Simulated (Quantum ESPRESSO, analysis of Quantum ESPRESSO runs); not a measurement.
**Reproducing a measured migration barrier: interstitial H in fcc Al, hop from a tetrahedral to the next octahedral site (Quantum ESPRESSO)**

Aim: the migration barrier of interstitial H in fcc Al, hop from a tetrahedral to the next octahedral site, to be set beside the measurement. Set-up: LDA, GBRV 1.5 LDA, 32-site cell, LDA lattice, k: 3x3x3. The model is a cell of 32 host atoms with 1 H put in. The barrier is the energy of the highest image of a climbing band over the relaxed site that the atom leaves. A local or semilocal functional is the cheapest first rung.

What was measured. Migration barrier: 0.452 eV, by diffusion measurements (T > 250 K); average of cited values (quoted in “Explainable Machine Learning for Hydrogen Diffusion in Metals and Random Binary Alloys”, 2023, G. M. Lu et al., quoting earlier work (1981)).

Program: Quantum ESPRESSO 7.5. Level of theory: Quantum ESPRESSO plane-wave DFT, LDA, GBRV 1.5 LDA potentials; relaxation of all atoms of a defect supercell. Results are calculated unless marked as measured.

### Step 1. Set-up

The cell holds 33 atoms: 32 Al and 1 H. Its edges and angles: a = 7.967 Å, b = 7.967 Å, c = 7.967 Å, α = 90.0°, β = 90.0°, γ = 90.0°. It derives from Al (space group Fm-3m). Nearest the centre at fractional (0.375, 0.375, 0.375): H33 at 0.00 Å, Al29 at 1.72 Å, Al8 at 1.72 Å, Al18 at 1.72 Å, Al11 at 1.72 Å, Al22 at 3.30 Å, Al16 at 3.30 Å, Al15 at 3.30 Å.

The host's primitive cell comes from a first run (Quantum ESPRESSO plane-wave DFT, LDA, GBRV 1.5 LDA potentials; relaxation of cell and atoms of a defect-free cell): vectors of 2.817, 2.817 and 2.817 Å. That is 15.80 Å³ an atom, 4.8 % under the diffraction cell's volume. The supercell is built on it.

### Step 2. Relaxation, charge 0

A barrier counts from a true minimum, so both ends of the jump are relaxed first.

pw.in reads:

```
&CONTROL
  calculation = 'relax'
  prefix = 'pwscf'
  outdir = './tmp'
  pseudo_dir = './pseudo'
  tprnfor = .true.
  disk_io = 'low'
  nstep = 70
  forc_conv_thr = 0.00078
  etot_conv_thr = 0.0001
/
&SYSTEM
  ibrav = 0
  nat = 33
  ntyp = 2
  ecutwfc = 45
  ecutrho = 360
  nbnd = 63
  occupations = 'smearing'
  smearing = 'mv'
  degauss = 0.00734986
/
&ELECTRONS
  conv_thr = 3d-08
  electron_maxstep = 100
  mixing_beta = 0.5
/
&IONS
  ion_dynamics = 'bfgs'
/
ATOMIC_SPECIES
Al    26.9815 al_lda_v1.uspp.F.UPF
H      1.0080 h_lda_v1.4.uspp.F.UPF
CELL_PARAMETERS angstrom
   7.9669978984    0.0000000000    0.0000000000
   0.0000000000    7.9669978984    0.0000000000
   0.0000000000    0.0000000000    7.9669978984
ATOMIC_POSITIONS crystal
Al     0.0000000000    0.0000000000    0.0000000000
Al     0.0000000000    0.2500000000    0.2500000000
Al     0.2500000000    0.0000000000    0.2500000000
Al     0.2500000000    0.2500000000    0.0000000000
Al     0.0000000000    0.0000000000    0.5000000000
Al     0.0000000000    0.2500000000    0.7500000000
Al     0.2500000000    0.0000000000    0.7500000000
Al     0.2500000000    0.2500000000    0.5000000000
Al     0.0000000000    0.5000000000    0.0000000000
Al     0.0000000000    0.7500000000    0.2500000000
Al     0.2500000000    0.5000000000    0.2500000000
Al     0.2500000000    0.7500000000    0.0000000000
Al     0.0000000000    0.5000000000    0.5000000000
Al     0.0000000000    0.7500000000    0.7500000000
Al     0.2500000000    0.5000000000    0.7500000000
Al     0.2500000000    0.7500000000    0.5000000000
Al     0.5000000000    0.0000000000    0.0000000000
Al     0.5000000000    0.2500000000    0.2500000000
Al     0.7500000000    0.0000000000    0.2500000000
Al     0.7500000000    0.2500000000    0.0000000000
Al     0.5000000000    0.0000000000    0.5000000000
Al     0.5000000000    0.2500000000    0.7500000000
Al     0.7500000000    0.0000000000    0.7500000000
Al     0.7500000000    0.2500000000    0.5000000000
Al     0.5000000000    0.5000000000    0.0000000000
Al     0.5000000000    0.7500000000    0.2500000000
Al     0.7500000000    0.5000000000    0.2500000000
Al     0.7500000000    0.7500000000    0.0000000000
Al     0.5000000000    0.5000000000    0.5000000000
Al     0.5000000000    0.7500000000    0.7500000000
Al     0.7500000000    0.5000000000    0.7500000000
Al     0.7500000000    0.7500000000    0.5000000000
H      0.3750000000    0.3750000000    0.3750000000
K_POINTS automatic
3 3 3 0 0 0
```

Started as:

```sh
$ OMP_NUM_THREADS=1 mpirun -n 4 pw.x -nk 4 -in pw.in > pw.out
```

What it wrote:

```text
This program is part of the open-source Quantum ESPRESSO suite
     for quantum simulation of materials; please cite
         "P. Giannozzi et al., J. Phys.:Condens. Matter 21 395502 (2009);
         "P. Giannozzi et al., J. Phys.:Condens. Matter 29 465901 (2017);
         "P. Giannozzi et al., J. Chem. Phys. 152 154105 (2020);
          URL
     in publications or presentations arising from this work. More details at

     Message from routine setup:
     using ibrav=0 with symmetry is DISCOURAGED, use correct ibrav instead

     K-points division:     npool     =       4
     Subspace diagonalization in iterative solution of the eigenvalue problem:
     a serial algorithm will be used

     G-vector sticks info
     --------------------
     sticks:   dense  smooth     PW     G-vecs:    dense   smooth      PW
     Sum        6501    3249    877               393719   138985   19381

     Using Slab Decomposition

     bravais-lattice index     =            0
     lattice parameter (alat)  =      15.0554  a.u.
     unit-cell volume          =    3412.5632 (a.u.)^3
     number of atoms/cell      =           33
     number of atomic types    =            2
     number of electrons       =        97.00
     number of Kohn-Sham states=           63
     kinetic-energy cutoff     =      45.0000  Ry
     charge density cutoff     =     360.0000  Ry
     scf convergence threshold =      3.0E-08
     mixing beta               =       0.5000
     number of iterations used =            8  plain     mixing
     energy convergence thresh.=      1.0E-04
     force convergence thresh. =      7.8E-04
     Exchange-correlation=  SLA  PZ   NOGX NOGC
                           (   1   1   0   0   0   0   0)
     nstep                     =           70

     celldm(1)=  15.055444  celldm(2)=   0.000000  celldm(3)=   0.000000
     celldm(4)=   0.000000  celldm(5)=   0.000000  celldm(6)=   0.000000

     crystal axes: (cart. coord. in units of alat)
               a(1) = (   1.000000   0.000000   0.000000 )
               a(2) = (   0.000000   1.000000   0.000000 )
               a(3) = (   0.000000   0.000000   1.000000 )

     reciprocal axes: (cart. coord. in units 2 pi/alat)
               b(1) = (  1.000000  0.000000  0.000000 )
               b(2) = (  0.000000  1.000000  0.000000 )
               b(3) = (  0.000000  0.000000  1.000000 )

     PseudoPot. # 1 for Al read from file:
     al_lda_v1.uspp.F.UPF
     Pseudo is Ultrasoft + core correction, Zval =  3.0
     Generated by new atomic code, or converted to UPF format
     Using radial grid of  893 points,  3 beta functions with:
                l(1) =   0
                l(2) =   1
                l(3) =   2
     Q(r) pseudized with  8 coefficients,  rinner =    0.900   0.900   0.900
                                                       0.900   0.900

     PseudoPot. # 2 for H  read from file:
     h_lda_v1.4.uspp.F.UPF
     Pseudo is Ultrasoft, Zval =  1.0
     Generated by new atomic code, or converted to UPF format
     Using radial grid of  615 points,  2 beta functions with:
                l(1) =   0
                l(2) =   0
     Q(r) pseudized with  8 coefficients,  rinner =    0.700

     atomic species   valence    mass     pseudopotential
     Al                3.00    26.98150     Al( 1.00)
     H                 1.00     1.00800     H ( 1.00)

     24 Sym. Ops. (no inversion) found (18 have fractional translation)

   Cartesian axes

     site n.     atom                  positions (alat units)
         1        Al     tau(   1) = (   0.0000000   0.0000000   0.0000000  )
         2        Al     tau(   2) = (   0.0000000   0.2500000   0.2500000  )
         3        Al     tau(   3) = (   0.2500000   0.0000000   0.2500000  )
         4        Al     tau(   4) = (   0.2500000   0.2500000   0.0000000  )
         5        Al     tau(   5) = (   0.0000000   0.0000000   0.5000000  )
         6        Al     tau(   6) = (   0.0000000   0.2500000   0.7500000  )
         7        Al     tau(   7) = (   0.2500000   0.0000000   0.7500000  )
         8        Al     tau(   8) = (   0.2500000   0.2500000   0.5000000  )
         9        Al     tau(   9) = (   0.0000000   0.5000000   0.0000000  )
        10        Al     tau(  10) = (   0.0000000   0.7500000   0.2500000  )
        11        Al     tau(  11) = (   0.2500000   0.5000000   0.2500000  )
        12        Al     tau(  12) = (   0.2500000   0.7500000   0.0000000  )
        13        Al     tau(  13) = (   0.0000000   0.5000000   0.5000000  )
        14        Al     tau(  14) = (   0.0000000   0.7500000   0.7500000  )
        15        Al     tau(  15) = (   0.2500000   0.5000000   0.7500000  )
        16        Al     tau(  16) = (   0.2500000   0.7500000   0.5000000  )
[...]
25        Al     tau(  25) = (   0.5000000   0.5000000   0.0000000  )
        26        Al     tau(  26) = (   0.5000000   0.7500000   0.2500000  )
        27        Al     tau(  27) = (   0.7500000   0.5000000   0.2500000  )
        28        Al     tau(  28) = (   0.7500000   0.7500000   0.0000000  )
        29        Al     tau(  29) = (   0.5000000   0.5000000   0.5000000  )
        30        Al     tau(  30) = (   0.5000000   0.7500000   0.7500000  )
        31        Al     tau(  31) = (   0.7500000   0.5000000   0.7500000  )
        32        Al     tau(  32) = (   0.7500000   0.7500000   0.5000000  )
        33        H      tau(  33) = (   0.3750000   0.3750000   0.3750000  )

     number of k points=     4  Marzari-Vanderbilt smearing, width (Ry)=  0.0073
                       cart. coord. in units 2pi/alat
        k(    1) = (   0.0000000   0.0000000   0.0000000), wk =   0.0740741
        k(    2) = (   0.0000000   0.0000000   0.3333333), wk =   0.4444444
        k(    3) = (   0.0000000   0.3333333   0.3333333), wk =   0.8888889
        k(    4) = (   0.3333333   0.3333333   0.3333333), wk =   0.5925926

     Dense  grid:   393719 G-vectors     FFT dimensions: (  96,  96,  96)

     Smooth grid:   138985 G-vectors     FFT dimensions: (  72,  72,  72)

     Initial potential from superposition of free atoms

     starting charge      96.9298, renormalised to      97.0000
     Starting wfcs are  129 randomized atomic wfcs

     Self-consistent Calculation

     iteration #  1     ecut=    45.00 Ry     beta= 0.50
     Davidson diagonalization with overlap
     ethr =  1.00E-02,  avg # of iterations =  3.0

     Threshold (ethr) on eigenvalues was too large:
     Diagonalizing with lowered threshold

     Davidson diagonalization with overlap
[...]
Davidson diagonalization with overlap
     ethr =  4.40E-11,  avg # of iterations =  2.0

     total energy              =    -213.77626473 Ry
     estimated scf accuracy    <          4.6E-09 Ry

     iteration #  7     ecut=    45.00 Ry     beta= 0.50
     Davidson diagonalization with overlap
     ethr =  4.72E-12,  avg # of iterations =  3.0

     End of self-consistent calculation

          k = 0.0000 0.0000 0.0000 ( 17365 PWs)   bands (ev):

[...]
9.3432   9.3433   9.3492   9.3492   9.3492   9.4120   9.4120

          k = 0.0000 0.0000 0.3333 ( 17356 PWs)   bands (ev):

[...]
9.0059   9.0474   9.0624   9.7272   9.7533   9.7533   9.8157

          k = 0.0000 0.3333 0.3333 ( 17421 PWs)   bands (ev):

[...]
9.2739   9.3241   9.7404   9.8494   9.8881   9.8927  10.8721

          k = 0.3333 0.3333 0.3333 ( 17409 PWs)   bands (ev):

[...]
9.7061   9.8996  10.0037  10.0037  10.1939  10.2512  10.2513

     the Fermi energy is     7.9842 ev

!    total energy              =    -213.77626473 Ry
     estimated scf accuracy    <          1.9E-10 Ry
     smearing contrib. (-TS)   =       0.00269714 Ry
     internal energy E=F+TS    =    -213.77896187 Ry

     The total energy is F=E-TS. E is the sum of the following terms:
     one-electron contribution =      99.20772029 Ry
     hartree contribution      =       0.55245706 Ry
     xc contribution           =    -136.93971633 Ry
     ewald contribution        =    -176.59942289 Ry

     convergence has been achieved in   7 iterations

     Forces acting on atoms (cartesian axes, Ry/au):

[...]
Total force =     0.003674     Total SCF correction =     0.000012
     Energy error            =      7.0E-05 Ry
     Gradient error          =      8.3E-04 Ry/Bohr

     number of scf cycles    =   8
     number of bfgs steps    =   7

     energy             old  =    -213.7761949423 Ry
     energy             new  =    -213.7762647278 Ry

     CASE: energy            _new < energy            _old

     new trust radius        =       0.0044587219 bohr
     new conv_thr            =       0.0000000003 Ry

ATOMIC_POSITIONS (crystal)
[...]
NEW-OLD atomic charge density approx. for the potential

     Self-consistent Calculation

     iteration #  1     ecut=    45.00 Ry     beta= 0.50
     Davidson diagonalization with overlap
     ethr =  1.00E-06,  avg # of iterations =  2.0

     Threshold (ethr) on eigenvalues was too large:
     Diagonalizing with lowered threshold

     Davidson diagonalization with overlap
     ethr =  3.27E-09,  avg # of iterations =  4.5

     total energy              =    -213.77628444 Ry
     estimated scf accuracy    <       0.00000904 Ry

     iteration #  2     ecut=    45.00 Ry     beta= 0.50
     Davidson diagonalization with overlap
     ethr =  9.32E-09,  avg # of iterations =  2.2

     total energy              =    -213.77628635 Ry
     estimated scf accuracy    <       0.00000792 Ry

     iteration #  3     ecut=    45.00 Ry     beta= 0.50
     Davidson diagonalization with overlap
     ethr =  8.16E-09,  avg # of iterations =  2.0

     total energy              =    -213.77628760 Ry
     estimated scf accuracy    <       0.00000084 Ry

     iteration #  4     ecut=    45.00 Ry     beta= 0.50
     Davidson diagonalization with overlap
     ethr =  8.70E-10,  avg # of iterations =  2.2

     total energy              =    -213.77628776 Ry
     estimated scf accuracy    <       0.00000043 Ry

     iteration #  5     ecut=    45.00 Ry     beta= 0.50
     Davidson diagonalization with overlap
     ethr =  4.47E-10,  avg # of iterations =  2.0

     total energy              =    -213.77628781 Ry
     estimated scf accuracy    <          9.1E-09 Ry

     iteration #  6     ecut=    45.00 Ry     beta= 0.50
     Davidson diagonalization with overlap
     ethr =  9.37E-12,  avg # of iterations =  4.2

     total energy              =    -213.77628782 Ry
     estimated scf accuracy    <          2.8E-09 Ry

     iteration #  7     ecut=    45.00 Ry     beta= 0.50
     Davidson diagonalization with overlap
     ethr =  2.88E-12,  avg # of iterations =  2.2

     End of self-consistent calculation

          k = 0.0000 0.0000 0.0000 ( 17365 PWs)   bands (ev):

[...]
9.3444   9.3445   9.3514   9.3514   9.3514   9.4131   9.4131

          k = 0.0000 0.0000 0.3333 ( 17356 PWs)   bands (ev):

[...]
9.0074   9.0470   9.0624   9.7297   9.7525   9.7525   9.8149

          k = 0.0000 0.3333 0.3333 ( 17421 PWs)   bands (ev):

[...]
8.5518   8.6794   9.0418   9.0987   9.1042   9.1237   9.1418   9.1492
     9.2746   9.3239   9.7404   9.8511   9.8871   9.8926  10.8719

          k = 0.3333 0.3333 0.3333 ( 17409 PWs)   bands (ev):

    -2.7019  -2.0955  -1.7603  -1.7603  -1.2092  -0.9922  -0.9922  -0.3130
     0.7820   1.2792   1.2792   1.6259   2.0019   2.0019   2.0545   2.0545
     2.0552   2.5580   2.7948   2.7948   3.2650   3.5159   3.5159   3.8953
     4.2016   4.2016   4.2565   4.2565   4.2585   4.7133   4.8267   4.8267
     5.0431   5.1568   5.1568   5.6044   5.7664   5.7664   6.8036   7.1292
     7.1292   7.1694   7.1918   7.1918   7.6788   7.8615   7.8615   7.9007
     7.9189   7.9189   8.6010   9.0111   9.1934   9.1934   9.5373   9.7062
     9.7062   9.8985  10.0048  10.0048  10.1922  10.2516  10.2516

     the Fermi energy is     7.9843 ev

!    total energy              =    -213.77628782 Ry
     estimated scf accuracy    <          6.5E-11 Ry
     smearing contrib. (-TS)   =       0.00267091 Ry
     internal energy E=F+TS    =    -213.77895872 Ry

     The total energy is F=E-TS. E is the sum of the following terms:
     one-electron contribution =      99.20125963 Ry
     hartree contribution      =       0.55537034 Ry
     xc contribution           =    -136.93979285 Ry
     ewald contribution        =    -176.59579584 Ry

     convergence has been achieved in   7 iterations

     Forces acting on atoms (cartesian axes, Ry/au):

[...]
atom   26 type  1   force =    -0.00014743   -0.00016717    0.00014743
     atom   27 type  1   force =    -0.00016717   -0.00014743    0.00014743
     atom   28 type  1   force =    -0.00016934   -0.00016934    0.00016934
     atom   29 type  1   force =     0.00004203    0.00004203    0.00004203
     atom   30 type  1   force =     0.00067118   -0.00019338   -0.00019338
     atom   31 type  1   force =    -0.00019338    0.00067118   -0.00019338
     atom   32 type  1   force =    -0.00019338   -0.00019338    0.00067118
     atom   33 type  2   force =     0.00000000    0.00000000    0.00000000

     Total force =     0.002743     Total SCF correction =     0.000008
     Energy error            =      2.3E-05 Ry
     Gradient error          =      6.7E-04 Ry/Bohr

     bfgs converged in   9 scf cycles and   8 bfgs steps
     (criteria: energy <  1.0E-04 Ry, force <  7.8E-04 Ry/Bohr)

     End of BFGS Geometry Optimization

     Final energy             =    -213.7762878174 Ry

     File ./tmp/pwscf.bfgs deleted, as requested
Begin final coordinates

ATOMIC_POSITIONS (crystal)
[...]
Al               0.4996662229        0.7491705852        0.2503337771
Al               0.7491705852        0.4996662229        0.2503337771
Al               0.7497514991        0.7497514991        0.0002485009
Al               0.5092576004        0.5092576004        0.5092576004
Al               0.5002790705        0.7521961309        0.7521961309
Al               0.7521961309        0.5002790705        0.7521961309
Al               0.7521961309        0.7521961309        0.5002790705
H                0.3750000000        0.3750000000        0.3750000000
End final coordinates

=------------------------------------------------------------------------------=
   JOB DONE.
=------------------------------------------------------------------------------=
```

Wall time 3.9 min (4 MPI ranks of Intel Xeon Platinum 8488C (Sapphire Rapids), shared host); peak memory 1.7 GiB; 16 min of CPU time.

The steps of the relaxation:

| step | energy less that of the first step (eV) |
| --- | --- |
| 0 | 0.0000 |
| 1 | -0.1333 |
| 2 | -0.2348 |
| 3 | -0.3108 |
| 4 | -0.3208 |
| 5 | -0.3246 |
| 6 | -0.3279 |
| 7 | -0.3288 |
| 8 | -0.3292 |

The atoms that moved most (Å):

| atom | dx | dy | dz | length |
| --- | --- | --- | --- | --- |
| Al18 | 0.074 | -0.074 | -0.074 | 0.128 |
| Al11 | -0.074 | 0.074 | -0.074 | 0.128 |
| Al8 | -0.074 | -0.074 | 0.074 | 0.128 |
| Al29 | 0.074 | 0.074 | 0.074 | 0.128 |
| Al9 | -0.017 | 0.002 | -0.017 | 0.025 |
| Al17 | 0.002 | -0.017 | -0.017 | 0.025 |
| Al5 | -0.017 | -0.017 | 0.002 | 0.025 |
| Al7 | -0.002 | -0.017 | 0.017 | 0.025 |

The relaxed structure:

```
CELL_PARAMETERS angstrom
7.96700 0.00000 0.00000
0.00000 7.96700 0.00000
0.00000 0.00000 7.96700
ATOMIC_POSITIONS crystal
Al 0.00025 0.00025 0.00025
Al 0.00083 0.25033 0.25033
Al 0.25033 0.00083 0.25033
Al 0.25033 0.25033 0.00083
Al 0.99780 0.99780 0.50028
Al 0.99780 0.24972 0.75220
Al 0.24972 0.99780 0.75220
Al 0.24074 0.24074 0.50926
Al 0.99780 0.50028 0.99780
Al 0.99780 0.75220 0.24972
Al 0.24074 0.50926 0.24074
Al 0.24972 0.75220 0.99780
Al 0.00083 0.49967 0.49967
Al 0.00025 0.74975 0.74975
Al 0.25033 0.49967 0.74917
Al 0.25033 0.74917 0.49967
Al 0.50028 0.99780 0.99780
Al 0.50926 0.24074 0.24074
Al 0.75220 0.99780 0.24972
Al 0.75220 0.24972 0.99780
Al 0.49967 0.00083 0.49967
Al 0.49967 0.25033 0.74917
Al 0.74975 0.00025 0.74975
Al 0.74917 0.25033 0.49967
Al 0.49967 0.49967 0.00083
Al 0.49967 0.74917 0.25033
Al 0.74917 0.49967 0.25033
Al 0.74975 0.74975 0.00025
Al 0.50926 0.50926 0.50926
Al 0.50028 0.75220 0.75220
Al 0.75220 0.50028 0.75220
Al 0.75220 0.75220 0.50028
H 0.37500 0.37500 0.37500
```

Neighbours of H33 at the end:

| atom | distance (Å) |
| --- | --- |
| Al29 | 1.853 |
| Al18 | 1.853 |
| Al11 | 1.853 |
| Al8 | 1.853 |
| Al24 | 3.295 |
| Al27 | 3.295 |
| Al16 | 3.295 |
| Al26 | 3.295 |
| Al4 | 3.295 |
| Al2 | 3.295 |
| Al3 | 3.295 |
| Al22 | 3.295 |
| Al21 | 3.295 |
| Al13 | 3.295 |
| Al25 | 3.295 |
| Al15 | 3.295 |

First to last step the energy falls by 0.329 eV; the largest move, 0.13 Å, is that of Al8 and 3 other atoms alike.

[end of part 1 of 3]

[Logs are printed without paths, hosts, clocks, repeated set-up lines and the standing remarks that a program may print on its own settings, such as how far it seeks lower states.]

[Hosts, paths, dates, database ids (printed as entryN), source tags and the programs' standing remarks are cut or masked in the printed files.]

[For some hosts the program warned that the k-mesh of the response run may be too coarse for force constants and the static dielectric constant; such warnings are not shown here.]
